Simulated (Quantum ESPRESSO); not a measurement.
# ZnCu: which shell does photoemission see at 21.2 and 400 eV? (LDA)

The valence band of ZnCu mixes several shells. Work out by hand which one leads the spectrum's area at each photon energy.

Filled states come from the projected DOS of Quantum ESPRESSO 7.5 (LDA, plane waves); cross sections σ and asymmetry parameters β are those of free atoms in a Dirac–Hartree–Slater calculation. A shell's area is states × σ × angular factor, which is 1 + β·P₂(cos θ) for linear light, with θ = 54.7° from the polarisation and P₂ = 0.001.

**At 21.2 eV** (states counted from 11.2 eV below the zero; other shells add 0.25 to the products' sum of 11.7):

| shell | filled states a cell | cross section (Mb an electron) | β | angular factor | product | share by hand (%) | share in the simulated spectrum (%) |
| --- | --- | --- | --- | --- | --- | --- | --- |
| Zn 3d | 9.92 | 0.394 | 0.01 | 1.00 | 3.91 | 34 | 34 |
| Cu 3d | 9.43 | 0.796 | -0.20 | 1.00 | 7.5 | 64 | 64 |

**At 400 eV** (states counted from 12.0 eV below the zero; other shells add 0.0063 to the products' sum of 1.15):

| shell | filled states a cell | cross section (Mb an electron) | β | angular factor | product | share by hand (%) | share in the simulated spectrum (%) |
| --- | --- | --- | --- | --- | --- | --- | --- |
| Zn 3d | 9.92 | 0.0663 | 1.20 | 1.00 | 0.658 | 57 | 57 |
| Cu 3d | 9.43 | 0.0515 | 1.21 | 1.00 | 0.486 | 42 | 42 |

Cu 3d leads at 21.2 eV and Zn 3d at 400 eV. Between the two energies σ of Cu 3d changes by a factor 0.065 and that of Zn 3d by 0.17, so their ratio moves 2.6-fold in favour of the second. The simulated spectrum uses the same rule on the energy-resolved DOS, so the two share columns agree within a few points.

Only crystals where the two columns agree within 4 points and the lead is clear are worked in this form. Free-atom cross sections ignore the solid's final states, no escape depth or background enters, and the count of states a shell hangs on the projection.
